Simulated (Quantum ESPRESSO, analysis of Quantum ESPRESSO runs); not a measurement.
# Reproducing a measured migration barrier: interstitial H in fcc Al, hop from a tetrahedral to the next octahedral site (Quantum ESPRESSO), part 3 of 3

How near does this set-up come to the measured migration barrier? Subject: interstitial H in fcc Al, hop from a tetrahedral to the next octahedral site. Set-up: PBE, PseudoDojo 0.4.1 SR PBE standard, 32-site cell, PBE lattice, k: 3x3x3. The model is a cell of 32 host atoms with 1 H put in. The barrier is the energy of the highest image of a climbing band over the relaxed site that the atom leaves. Other potentials or another program check that the number doesn't hang on one set of files.

Quantum ESPRESSO 7.5; PBE, PseudoDojo 0.4.1 SR PBE standard, 32-site cell, PBE lattice, k: 3x3x3.

So far: The structure; Relaxation, charge 0.

## (4) Nudged elastic band

A band of images joins the two ends; its highest image climbs to the saddle, whose energy over the site left is the barrier.

This step: Quantum ESPRESSO plane-wave DFT, PBE, PseudoDojo 0.4.1 SR PBE standard potentials; nudged elastic band between two relaxed defect structures.

The input, neb.in:

```
BEGIN
BEGIN_PATH_INPUT
&PATH
  restart_mode = 'from_scratch'
  string_method = 'neb'
  nstep_path = 45
  ds = 1.5
  opt_scheme = 'broyden'
  num_of_images = 5
  k_max = 0.3
  k_min = 0.2
  CI_scheme = 'auto'
  path_thr = 0.05
/
END_PATH_INPUT
BEGIN_ENGINE_INPUT
&CONTROL
  prefix = 'pwscf'
  outdir = './tmp'
  pseudo_dir = './pseudo'
  disk_io = 'low'
/
&SYSTEM
  ibrav = 0
  nat = 33
  ntyp = 2
  ecutwfc = 72
  nbnd = 63
  occupations = 'smearing'
  smearing = 'mv'
  degauss = 0.00734986
/
&ELECTRONS
  conv_thr = 3d-08
  electron_maxstep = 100
  mixing_beta = 0.5
/
ATOMIC_SPECIES
Al    26.9815 Al.upf
H      1.0080 H.upf
CELL_PARAMETERS angstrom
   8.0724432688    0.0000000000    0.0000000000
   0.0000000000    8.0724432688    0.0000000000
   0.0000000000    0.0000000000    8.0724432688
BEGIN_POSITIONS
FIRST_IMAGE
ATOMIC_POSITIONS crystal
Al     0.0002890569    0.0002890569    0.0002890569
Al     0.0007766312    0.2503129954    0.2503129954
Al     0.2503129954    0.0007766312    0.2503129954
Al     0.2503129954    0.2503129954    0.0007766312
Al    -0.0021403655   -0.0021403655    0.5002392317
Al    -0.0021403655    0.2497607683    0.7521403655
Al     0.2497607683   -0.0021403655    0.7521403655
Al     0.2409608405    0.2409608405    0.5090391595
Al    -0.0021403655    0.5002392317   -0.0021403655
Al    -0.0021403655    0.7521403655    0.2497607683
Al     0.2409608405    0.5090391595    0.2409608405
Al     0.2497607683    0.7521403655   -0.0021403655
Al     0.0007766312    0.4996870046    0.4996870046
Al     0.0002890569    0.7497109431    0.7497109431
Al     0.2503129954    0.4996870046    0.7492233688
Al     0.2503129954    0.7492233688    0.4996870046
Al     0.5002392317   -0.0021403655   -0.0021403655
Al     0.5090391595    0.2409608405    0.2409608405
Al     0.7521403655   -0.0021403655    0.2497607683
Al     0.7521403655    0.2497607683   -0.0021403655
Al     0.4996870046    0.0007766312    0.4996870046
Al     0.4996870046    0.2503129954    0.7492233688
Al     0.7497109431    0.0002890569    0.7497109431
Al     0.7492233688    0.2503129954    0.4996870046
Al     0.4996870046    0.4996870046    0.0007766312
Al     0.4996870046    0.7492233688    0.2503129954
Al     0.7492233688    0.4996870046    0.2503129954
Al     0.7497109431    0.7497109431    0.0002890569
Al     0.5090391595    0.5090391595    0.5090391595
Al     0.5002392317    0.7521403655    0.7521403655
Al     0.7521403655    0.5002392317    0.7521403655
Al     0.7521403655    0.7521403655    0.5002392317
H      0.3750000000    0.3750000000    0.3750000000
LAST_IMAGE
ATOMIC_POSITIONS crystal
Al     0.0004150876    0.0004150876    0.0004150876
Al    -0.0058095839    0.2501271486    0.2501271486
[... 5 atom lines left out ...]
Al     0.2501271486    0.2501271486    0.5060638812
[... 2 atom lines left out ...]
Al     0.2501271486    0.5060638812    0.2501271486
[... 1 atom line left out ...]
Al     0.0004150876    0.4998392097    0.4998392097
[... 1 atom line left out ...]
Al     0.2501271486    0.5014322768    0.7501271486
[... 2 atom lines left out ...]
Al     0.5060638812    0.2501271486    0.2501271486
[... 2 atom lines left out ...]
Al     0.4998392097    0.0004150876    0.4998392097
Al     0.5014322768    0.2501271486    0.7501271486
[... 1 atom line left out ...]
Al     0.7501271486    0.2501271486    0.5014322768
Al     0.4998392097    0.4998392097    0.0004150876
[... 1 atom line left out ...]
Al     0.7501271486    0.5014322768    0.2501271486
[... 1 atom line left out ...]
Al     0.4998392097    0.4998392097    0.4998392097
[... 3 atom lines left out ...]
H      0.2501271486    0.2501271486    0.2501271486
END_POSITIONS
K_POINTS automatic
3 3 3 0 0 0
END_ENGINE_INPUT
END
```

On the command line:

```
$ OMP_NUM_THREADS=1 mpirun -n 4 neb.x -ni 2 -inp neb.in > neb.out
```

Output:

```text
[banner, memory and clock lines left out]
          URL

     path-images division:  nimage    =       2

     Parsing file: neb.in

     initial path length           =  3.3358 bohr
     initial inter-image distance  =  0.8339 bohr

     string_method                 =    neb
     restart_mode                  =    from_scratch
     opt_scheme                    =    broyden
     num_of_images                 =    5
     nstep_path                    =    45
     CI_scheme                     =    auto
     first_last_opt                =    F
     use_freezing                  =    F
     ds                            =    1.5000 a.u.
     k_max                         =    0.3000 a.u.
     k_min                         =    0.2000 a.u.
     suggested k_max               =    0.2742 a.u.
     suggested k_min               =    0.1828 a.u.
     path_thr                      =    0.0500 eV / A

     ------------------------------ iteration   1 ------------------------------

     cpu =  0   tcpu =      0.1    self-consistency for image   1
     Message from routine setup:
     using ibrav=0 with symmetry is DISCOURAGED, use correct ibrav instead
     cpu =  0   tcpu =    206.7    self-consistency for image   2
     Message from routine setup:
     using ibrav=0 with symmetry is DISCOURAGED, use correct ibrav instead
     cpu =  0   tcpu =    543.4    self-consistency for image   4
     Message from routine setup:
     using ibrav=0 with symmetry is DISCOURAGED, use correct ibrav instead

     activation energy (->) =   0.227523 eV
     activation energy (<-) =   0.140141 eV

     image        energy (eV)        error (eV/A)        frozen

         1      -2034.0045748            0.017318            T
         2      -2033.8599499            0.644569            F
         3      -2033.7770514            0.489294            F
         4      -2033.8680309            0.413871            F
         5      -2033.9171920            0.009187            T

     climbing image =  3

     path length          =  3.336 bohr
     inter-image distance =  0.834 bohr

     ------------------------------ iteration   2 ------------------------------

     cpu =  0   tcpu =    878.5    self-consistency for image   2
     Message from routine setup:
     using ibrav=0 with symmetry is DISCOURAGED, use correct ibrav instead
     cpu =  0   tcpu =   1124.4    self-consistency for image   4
     Message from routine setup:
     using ibrav=0 with symmetry is DISCOURAGED, use correct ibrav instead

     activation energy (->) =   0.210112 eV
     activation energy (<-) =   0.122729 eV

     image        energy (eV)        error (eV/A)        frozen

         1      -2034.0045748            0.017318            T
         2      -2033.8634623            0.293306            F
         3      -2033.7944630            0.378488            F
         4      -2033.8676369            0.191047            F
         5      -2033.9171920            0.009187            T

     climbing image =  3

     path length          =  3.337 bohr
     inter-image distance =  0.834 bohr

     ------------------------------ iteration   3 ------------------------------

     cpu =  0   tcpu =   1439.9    self-consistency for image   2
     Message from routine setup:
     using ibrav=0 with symmetry is DISCOURAGED, use correct ibrav instead
     cpu =  0   tcpu =   1779.7    self-consistency for image   4
     Message from routine setup:
     using ibrav=0 with symmetry is DISCOURAGED, use correct ibrav instead

     activation energy (->) =   0.189441 eV
     activation energy (<-) =   0.102058 eV

     image        energy (eV)        error (eV/A)        frozen

         1      -2034.0045748            0.017318            T
         2      -2033.8735390            0.158683            F
         3      -2033.8151340            0.185320            F
         4      -2033.8697786            0.105581            F
         5      -2033.9171920            0.009187            T

     climbing image =  3

     path length          =  3.347 bohr
     inter-image distance =  0.837 bohr

     ------------------------------ iteration   4 ------------------------------

     cpu =  0   tcpu =   2050.2    self-consistency for image   2
     Message from routine setup:
     using ibrav=0 with symmetry is DISCOURAGED, use correct ibrav instead
     cpu =  0   tcpu =   2334.0    self-consistency for image   4
     Message from routine setup:
     using ibrav=0 with symmetry is DISCOURAGED, use correct ibrav instead

     activation energy (->) =   0.184884 eV
     activation energy (<-) =   0.097501 eV

     image        energy (eV)        error (eV/A)        frozen

         1      -2034.0045748            0.017318            T
         2      -2033.8794566            0.103176            F
         3      -2033.8196909            0.120437            F
         4      -2033.8717528            0.076444            F
         5      -2033.9171920            0.009187            T

     climbing image =  3

     path length          =  3.353 bohr
     inter-image distance =  0.838 bohr

     ------------------------------ iteration   5 ------------------------------

     cpu =  0   tcpu =   2609.6    self-consistency for image   2
     Message from routine setup:
     using ibrav=0 with symmetry is DISCOURAGED, use correct ibrav instead
     cpu =  0   tcpu =   2921.3    self-consistency for image   4
     Message from routine setup:
     using ibrav=0 with symmetry is DISCOURAGED, use correct ibrav instead

     activation energy (->) =   0.180183 eV
     activation energy (<-) =   0.092800 eV

     image        energy (eV)        error (eV/A)        frozen

         1      -2034.0045748            0.017318            T
         2      -2033.8873189            0.053635            F
         3      -2033.8243917            0.033095            F
         4      -2033.8742763            0.036886            F
         5      -2033.9171920            0.009187            T

     climbing image =  3

     path length          =  3.375 bohr
     inter-image distance =  0.844 bohr

     ------------------------------ iteration   6 ------------------------------

     cpu =  0   tcpu =   3152.6    self-consistency for image   2
     Message from routine setup:
     using ibrav=0 with symmetry is DISCOURAGED, use correct ibrav instead
     cpu =  0   tcpu =   3346.4    self-consistency for image   4
     Message from routine setup:
     using ibrav=0 with symmetry is DISCOURAGED, use correct ibrav instead

     activation energy (->) =   0.179721 eV
     activation energy (<-) =   0.092338 eV

     image        energy (eV)        error (eV/A)        frozen

         1      -2034.0045748            0.017318            T
         2      -2033.8878427            0.048235            F
         3      -2033.8248537            0.027461            F
         4      -2033.8741941            0.018501            F
         5      -2033.9171920            0.009187            T

     climbing image =  3

     path length          =  3.374 bohr
     inter-image distance =  0.844 bohr

     neb: convergence achieved in   6 iterations
```

Wall time 59 min (4 MPI ranks of Arm Neoverse V1, shared host); peak memory 2.1 GiB; 3.9 h of CPU time.

Images along the path:

```tsv
image	path (Å)	energy (eV)	H33: x, y, z (Å)
0	0.000	0.0000	3.027, 3.027, 3.027
1	0.487	0.1167	2.752, 2.752, 2.752
2	0.889	0.1797	2.523, 2.523, 2.523
3	1.317	0.1304	2.285, 2.285, 2.285
4	1.786	0.0874	2.019, 2.019, 2.019
```

This step gave:

```yaml
barrier_forward: 0.1797 eV
```

## (5) What came out

- migration barrier (saddle less minimum): 0.18 eV
- energy difference of the two ends: 0.09 eV
- length of the hop: 1.75 Å

Migration barrier: computed 0.18 eV, measured 0.452 eV; 0.27 eV below the measurement. The measured number is an Arrhenius activation energy of long-range diffusion; for H it holds zero-point energy, and trapping at vacancies and dislocations can raise it. One hop between neighbouring sites is computed at the host's lattice. Limits: the periodic copies of the defect are only 8.1 Å apart.

[Logs are printed without paths, hosts, clocks, repeated set-up lines and the standing remarks that a program may print on its own settings, such as how far it seeks lower states.]

[Hosts, paths, dates, database ids (printed as entryN), source tags and the programs' standing remarks are cut or masked in the printed files.]

[For some hosts the program warned that the k-mesh of the response run may be too coarse for force constants and the static dielectric constant; such warnings are not shown here.]
